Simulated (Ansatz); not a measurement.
# Quasiparticle gap of WS2 (Tungstenite)

Wanted: the gap of WS2 (Tungstenite) with a many-body correction, and the time that it takes.

Program: Ansatz 0.2.0. Level of theory: HSE06, then G0W0 on it, plane waves, PAW. Results are calculated unless marked as measured.

The database entry behind the starting cell differs from later determinations by our own check (an axis about 1.4 % long against later determinations), so it need not match the best structure at ambient conditions.

## Step 1: The starting structure

The structure is hexagonal, space group P6_3/mmc (No. 194). Conventional cell: a = 3.180 Å, b = 3.180 Å, c = 12.500 Å, α = 90.00°, β = 90.00°, γ = 120.00°. W has 6 S at 2.41 Å nearest. Nearest to S lie 3 W at 2.41 Å. Farther neighbours and most contacts between anions are not listed.

The cell and positions come from the Crystallography Open Database and are kept as given unless a step says otherwise. Spin-orbit coupling is left out unless a step names it. The default PAW set here is soft_2. Its files were made with PBE.

## Step 2: HSE06 levels on the mesh and at listed points

HSE06 mixes in a quarter of exact exchange at short range.

This step: DFT, HSE06, plane waves, PAW.

Input file input.yaml:

```yaml
crystal:
  lattice:
    - [3.18, 0.0, 0.0]
    - [-1.59, 2.753960784, 0.0]
    - [0.0, 0.0, 12.5]
  atoms:
    - { symbol: W, position: [0.3333333333, 0.6666666667, 0.25] }
    - { symbol: W, position: [0.6666666667, 0.3333333333, 0.75] }
    - { symbol: S, position: [0.3333333333, 0.6666666667, 0.625] }
    - { symbol: S, position: [0.6666666667, 0.3333333333, 0.125] }
    - { symbol: S, position: [0.3333333333, 0.6666666667, 0.875] }
    - { symbol: S, position: [0.6666666667, 0.3333333333, 0.375] }
kpoints:
  mp_grid: { grid: [6, 6, 2] }
  band_path:
    path:
      - [0.0, 0.0, 0.0]
      - [0.5, 0.0, 0.0]
      - [0.33333333, 0.33333333, 0.0]
      - [0.0, 0.0, 0.5]
      - [0.5, 0.0, 0.5]
      - [0.33333333, 0.33333333, 0.5]
      - [0.1666666667, 0.1666666667, 0.0]
    npoints: 1
hamiltonian:
  xc: hse06
scf:
  occupations: { method: fixed }
  n_extra_bands: 6
output:
  eigenvalues: true
```

On the command line:

```bash
$ ansatz run input.yaml --threads 3 --pin off --max-ram 64512MiB --backend cuda --events-out ev --progress --plain --runs-dir out --devices 1 --max-vram 24GiB  # rebuilt from the run's record
```

Numbers of over 12 decimals in the logs are rounded to 6 here.

What it wrote:

```text
scf.n_extra_bands = 6 over 26 filled bands (N_el = 52.0): the run solves 32 bands
GPUs: using 1 of 1 available (devices: 1).
Engine: ansatz 0.2.0, x86_64-unknown-linux-gnu
Pseudopotentials: kind: paw
Pseudopotential: W, paw, valence charge 14, recommended cutoff 420 eV (normal), W.paw.azcp
Pseudopotential: S, paw, valence charge 6, recommended cutoff 420 eV (normal), S.paw.azcp
Functional definition: HSE06
  parameter a = 0.25
  parameter omega = 0.11/bohr
  exchange = pbe_x - a*pbe_x_sr(omega) + a*exact_x_sr(omega)
  correlation = pbe_c
davidson cushion auto → on  (no smearing: the cushion is to keep the highest requested band from converging to the state above it; pin scf.eigensolver.cushion to override)
device memory: the entry about to start is reckoned to put 1.1 GiB on a device that reports 65.2 GiB free (of which the cap on the GPU budget leaves the run 24.0 GiB)
GPU FFT provider: cuFFT
GPU libraries: cuBLAS 13.8.2, cuFFT 12.4.0, cuSOLVER 12.3.4
Crystal: 6 atoms, lattice volume = 109.470 Å³
Basis set: ecut = 420 eV, 2129 PW (Γ)
Bands: 32, of which v1, the nominal top of the filled ones, is band 26 counted from 1 (25 counted from 0)
Symmetry: 24 space group operations
Space group: P63/mmc (ITA 194), of the structure as read, at distance tolerance 4.8e-5 Å
k-points: 14 of 72
Non-local potential: W, projectors of the file, l = 0: 3, l = 1: 2, l = 2: 2, l = 3: 1
Non-local potential: S, projectors of the file, l = 0: 2, l = 1: 2, l = 2: 2
PAW form: soft (Blöchl's): semilocal exchange-correlation on the pseudo side does not see the compensation charge
PAW frozen core: W, regenerated for the run's functional, and the local potential with it (the file was generated under x = pbe(κ = 0.804, μ = 0.219515), c = pbe(β = 0.066725))
PAW frozen core: S, regenerated for the run's functional, and the local potential with it (the file was generated under x = pbe(κ = 0.804, μ = 0.219515), c = pbe(β = 0.066725))
PAW one-centre angular grid: W, 590 points (default); XC on 64 Gauss nodes
PAW one-centre angular grid: S, 110 points (default); XC on 64 Gauss nodes
Initial density: superposition of atomic densities (neutral atoms: chi_scale 0, normalization atom), corrected by the library's trained network
Initial wavefunctions: pseudopotential atomic-orbital guess
GPU buffer pool allocated for 51840 grid points (all kernels)
GPU transforms: local potential and band sums: pruned to the plane-wave sphere, on 24×24×90
Functional: x = pbe(κ = 0.804, μ = 0.219515), c = pbe(β = 0.066725), warm-up for x = pbe(κ = 0.804, μ = 0.219515) + 0.25 (exact − pbe) at short range (hse, ω = 0.207870 Å⁻¹), c = pbe(β = 0.066725); HSE06 as pw.x's `hse` composes it (authors' and Libxc's form: `xc: wpbeh`)
SCF iter   1: F=—  HF=-24382.780381 eV  |F-HF|=—  |Δ(HF+E_count)|=         —  Δρ=5.68e-3  dr2=1.67e-2  ethr=1.77e-3  ⟨swp⟩=6.4  Hψ=1970  notcnv=0
preconditioner: auto → none  [insulator: Δε(μ)=1.029 eV  Ē_g=8.430 eV  n_scr=26 (ndim 8)  ℏωp=21.3 eV  f_vac=0.025]
SCF iter   2: F=—  HF=-24382.788610 eV  |F-HF|=—  |Δ(HF+E_count)|=   8.23e-3  Δρ=3.40e-3  dr2=2.14e-2  ethr=3.22e-5  ⟨swp⟩=4.1  Hψ=1436  notcnv=0
SCF iter   3: F=—  HF=-24382.789277 eV  |F-HF|=—  |Δ(HF+E_count)|=   6.67e-4  Δρ=2.43e-3  dr2=1.29e-2  ethr=3.22e-5  ⟨swp⟩=3.9  Hψ=1213  notcnv=0
SCF iter   4: F=—  HF=-24382.789042 eV  |F-HF|=—  |Δ(HF+E_count)|=   2.35e-4  Δρ=1.11e-3  dr2=1.86e-3  ethr=2.47e-5  ⟨swp⟩=2.2  Hψ=999  notcnv=0
iter 5 solved again at ethr=5.32e-8 eV; its pass at ethr=3.58e-6 eV (dr2=2.76e-5 eV) is discarded
SCF iter   5: F=-24382.789371 eV  HF=-24382.789359 eV  |F-HF|=1.23e-5  |Δ(HF+E_count)|=   3.16e-4  Δρ=2.07e-4  dr2=2.69e-5  ethr=5.32e-8  ⟨swp⟩=3.4  Hψ=2248  notcnv=0  defer=1
SCF 1 stopped early in 5 iterations: F = -24382.789371 eV  dr2 = 2.69e-5
  greatest PAW one-centre occupation: 0.999 electrons in one spin orbital (limit 2), on the W atom at site 0 (counted from 0), in its partial waves of l = 0
device memory: the entry about to start is reckoned to put 1.5 GiB (of the 1.5 GiB reckoned in all, the device holds 0.1 GiB already) on a device that reports 65.1 GiB free (of which the cap on the GPU budget leaves the run 23.9 GiB)
GPU FFT provider: cuFFT
GPU libraries: cuBLAS 13.8.2, cuFFT 12.4.0, cuSOLVER 12.3.4
Initial density: handed on by an earlier stage of this run
Initial wavefunctions: those handed on with the density
GPU buffer pool allocated for 51840 grid points (all kernels)
GPU transforms: local potential and band sums: pruned to the plane-wave sphere, on 24×24×90
Functional: x = pbe(κ = 0.804, μ = 0.219515) + 0.25 (exact − pbe) at short range (hse, ω = 0.207870 Å⁻¹), c = pbe(β = 0.066725); HSE06 as pw.x's `hse` composes it (authors' and Libxc's form: `xc: wpbeh`)
Exchange kernel: α = 0.2500, screened, ω = 0.2079 Å⁻¹, Wigner–Seitz truncation, v(0) = 1044.4408 eV·Å³, q-mesh 6×6×2, nearest image of the exchange supercell L = 19.08 Å, pair-density grid 15×15×60, without the augmentation charges, whose exchange is taken in its separable form by FFT convolution over the k-point mesh (sized by the pseudopotential files, 20×20×90 at the most), smooth part of the exact exchange by density-matrix convolution in up to 3.03 GiB of GPU memory as planned if the GPU has room (build and FFT work areas not counted)
Frozen-core exchange: fock
SCF iter   1: F=—  HF=-24386.883472 eV  |F-HF|=—  |Δ(HF+E_count)|=         —  Δρ=6.85e-3  dr2=9.06e-2  ethr=5.18e-7  ⟨swp⟩=7.1  Hψ=2482  notcnv=0
preconditioner: auto → none  [insulator: Δε(μ)=1.532 eV  Ē_g=9.851 eV  n_scr=26 (ndim 8)  ℏωp=21.3 eV  f_vac=0.021]
SCF iter   2: F=—  HF=-24386.880666 eV  |F-HF|=—  |Δ(HF+E_count)|=   2.81e-3  Δρ=5.49e-3  dr2=1.23e-1  ethr=5.18e-7  ⟨swp⟩=6.0  Hψ=2198  notcnv=0
SCF iter   3: F=—  HF=-24386.859122 eV  |F-HF|=—  |Δ(HF+E_count)|=   2.15e-2  Δρ=1.88e-3  dr2=5.17e-3  ethr=5.18e-7  ⟨swp⟩=5.2  Hψ=1961  notcnv=0
SCF iter   4: F=—  HF=-24386.871308 eV  |F-HF|=—  |Δ(HF+E_count)|=   1.22e-2  Δρ=1.26e-3  dr2=1.80e-3  ethr=5.18e-7  ⟨swp⟩=4.1  Hψ=1675  notcnv=0
SCF iter   5: F=—  HF=-24386.870829 eV  |F-HF|=—  |Δ(HF+E_count)|=   4.79e-4  Δρ=4.12e-4  dr2=1.17e-4  ethr=5.18e-7  ⟨swp⟩=4.0  Hψ=1484  notcnv=0
SCF iter   6: F=—  HF=-24386.871207 eV  |F-HF|=—  |Δ(HF+E_count)|=   3.78e-4  Δρ=1.56e-4  dr2=3.22e-5  ethr=1.56e-7  ⟨swp⟩=3.5  Hψ=1352  notcnv=0
SCF iter   7: F=-24386.871198 eV  HF=-24386.871198 eV  |F-HF|=8.89e-8  |Δ(HF+E_count)|=   8.88e-6  Δρ=1.57e-5  dr2=1.55e-6  ethr=5.93e-8  ⟨swp⟩=3.0  Hψ=1139  notcnv=0
SCF 2 stopped early in 7 iterations: F = -24386.871198 eV  dr2 = 1.55e-6
  greatest PAW one-centre occupation: 0.999 electrons in one spin orbital (limit 2), on the W atom at site 1 (counted from 0), in its partial waves of l = 0
hybrid outer 1: dexx = +1.593e-2 eV, tail = 1.83e-5 eV
GPU FFT provider: cuFFT
GPU libraries: cuBLAS 13.8.2, cuFFT 12.4.0, cuSOLVER 12.3.4
GPU buffer pool allocated for 51840 grid points (all kernels)
GPU transforms: local potential and band sums: pruned to the plane-wave sphere, on 24×24×90
Exchange kernel: α = 0.2500, screened, ω = 0.2079 Å⁻¹, Wigner–Seitz truncation, v(0) = 1044.4408 eV·Å³, q-mesh 6×6×2, nearest image of the exchange supercell L = 19.08 Å, pair-density grid 15×15×60, without the augmentation charges, whose exchange is taken in its separable form by FFT convolution over the k-point mesh (sized by the pseudopotential files, 20×20×90 at the most), smooth part of the exact exchange by density-matrix convolution in up to 3.03 GiB of GPU memory as planned if the GPU has room (build and FFT work areas not counted)
Frozen-core exchange: fock
SCF iter   1: F=—  HF=-24386.871162 eV  |F-HF|=—  |Δ(HF+E_count)|=         —  Δρ=4.92e-5  dr2=1.27e-6  ethr=1.76e-7  ⟨swp⟩=3.1  Hψ=1188  notcnv=0
preconditioner: auto → none  [insulator: Δε(μ)=1.577 eV  Ē_g=9.793 eV  n_scr=26 (ndim 8)  ℏωp=21.3 eV  f_vac=0.022]
iter 2 solved again at ethr=1.88e-10 eV; its pass at ethr=2.26e-9 eV (dr2=9.80e-8 eV) is discarded
SCF iter   2: F=—  HF=-24386.871161 eV  |F-HF|=—  |Δ(HF+E_count)|=   4.90e-7  Δρ=1.67e-5  dr2=1.68e-7  ethr=1.88e-10  ⟨swp⟩=2.1  Hψ=2309  notcnv=0
SCF iter   3: F=-24386.871162 eV  HF=-24386.871162 eV  |F-HF|=1.46e-8  |Δ(HF+E_count)|=   7.92e-7  Δρ=5.59e-6  dr2=2.70e-8  ethr=1.88e-10  ⟨swp⟩=4.1  Hψ=1375  notcnv=0
SCF 3 converged in 3 iterations: F = -24386.871162 eV  dr2 = 2.70e-8
  greatest PAW one-centre occupation: 0.998 electrons in one spin orbital (limit 2), on the W atom at site 0 (counted from 0), in its partial waves of l = 0
hybrid outer 2: dexx = +1.174e-6 eV, tail = 6.43e-8 eV, Δε = 1.07e-3 eV (about 5.95e-5 eV left of the loop's levels)
device memory: the entry about to start is reckoned to put 0.7 GiB on a device that reports 65.1 GiB free (of which the cap on the GPU budget leaves the run 24.0 GiB)
NSCF: frozen V_eff on 7 k-points
hybrid SCF converged: 2 outer / 10 inner (+5 warm-up), last move |dexx| = 1.17e-6 eV, tail = 6.43e-8 eV
Stability not checked: this state was not tested for a lower state beside it, because the functional holds exact exchange (a hybrid, or Hartree-Fock), whose exchange loop this test does not read (fock_operator; see scf.lower_state_search)
Free energy (F): -24386.871162 eV
Frozen-core exchange: fock
Harris-Foulkes:  -24386.871162 eV  (|F-HF|=1.46e-8)
Internal energy: -24386.871162 eV  (E = F + TS)
E sigma→0 (E₀):  -24386.871162 eV
Fermi energy:    10.936866 eV
--- Per-component energies (eV) ---
  E_band       = -484.861725
  E_kinetic    = 1327.657748
  E_local      = -3624.175357  (includes V_loc(G=0)·N_el)
  E_nonlocal   = 115.828937
  E_hartree    = 1439.479122
  E_xc         = -737.698149
  E_vxc        = -661.601846  (∫ρ·V_xc dr)
  E_exx        = -126.564656  (= α·E_x^exact, valence–valence)
  E_paw        = -19587.416504  (= ΣΔE_a)
  E_vpaw       = -268.404504  (= ΣTr[D̂ρ^β])
  E_aug_tail   = -0.000117  (compensation charges beyond the density's cutoff)
  E_ewald      = -3187.763116
  E_core_change = -6.219070  (= ΣΔE_core)
  E_smearing   = -0.000000  (= −TS)
  E_closure    = -0.000000  (closes the sum)
  Σ components = -24386.871162   (vs F -24386.871162, Δ=0.00e0)
--- Band table (eV; the first three rows and the last of 14) ---
  k-point 0: bands = [... 22 lower, 8.4101, 9.0526, 9.7502, 10.9369, 13.8776, 13.8776, 13.8864, 13.8864, ... 2 higher]
  k-point 1: bands = [... 22 lower, 8.3856, 8.3856, 10.5873, 10.5873, 13.8710, 13.8710, 13.8710, 13.8710, ... 2 higher]
  k-point 2: bands = [... 22 lower, 8.2808, 9.1472, 9.6303, 10.0433, 13.1020, 13.5460, 13.7367, 13.7606, ... 2 higher]
  k-point 13: bands = [... 22 lower, 7.4380, 7.4380, 10.2498, 10.2498, 12.5649, 12.5649, 14.3289, 14.3289, ... 2 higher]
```

Run time: 17 s. Hardware: 1 × NVIDIA H100 80GB HBM3 (shared by 3 runs) with 3 threads of AMD EPYC 7R13 (Zen 3), shared host; peak memory 1.3 GiB.

This step gave:

```yaml
gap: 1.578 eV
valence_top_at: Γ
conduction_bottom_at: k = (0.167, 0.167, 0.000)
least_direct_gap: 2.218 eV
exact_exchange_fraction: 0.25
```

Over mesh and listed points the gap is 1.578 eV, from k = Γ to k = (0.167, 0.167, 0.000). The least direct gap found is 2.218 eV, at k = (0.333, 0.333, 0.000).

(Continued in part 2 of 2.)

[Paths, hosts, dates, memory and timing lines, banners, echoed tables and standing remarks are left out of the program output.]

[Logs are printed without paths, hosts, clocks, repeated set-up lines and the standing remarks that a program may print on its own settings, such as how far it seeks lower states.]

[Runs of the session that timed out or met a known fault of the program may be left out.]

[Cells called generated may have been cut or substituted from an entry of the Crystallography Open Database or the Materials Project.]

[Hosts, paths, dates, database ids (printed as entryN), source tags and the programs' standing remarks are cut or masked in the printed files.]

[Where an RPA ε∞ is given, it is that of the G0W0 mesh and is not shown converged in it. Names of k-points follow the symmetry that the program found, which can be lower than the space group named. Band edges on a path are those of the sampled points; other points can move an edge, and change direct to indirect where valleys lie close.]

[Hybrid gaps are those of their k-mesh and are not shown converged in it.]
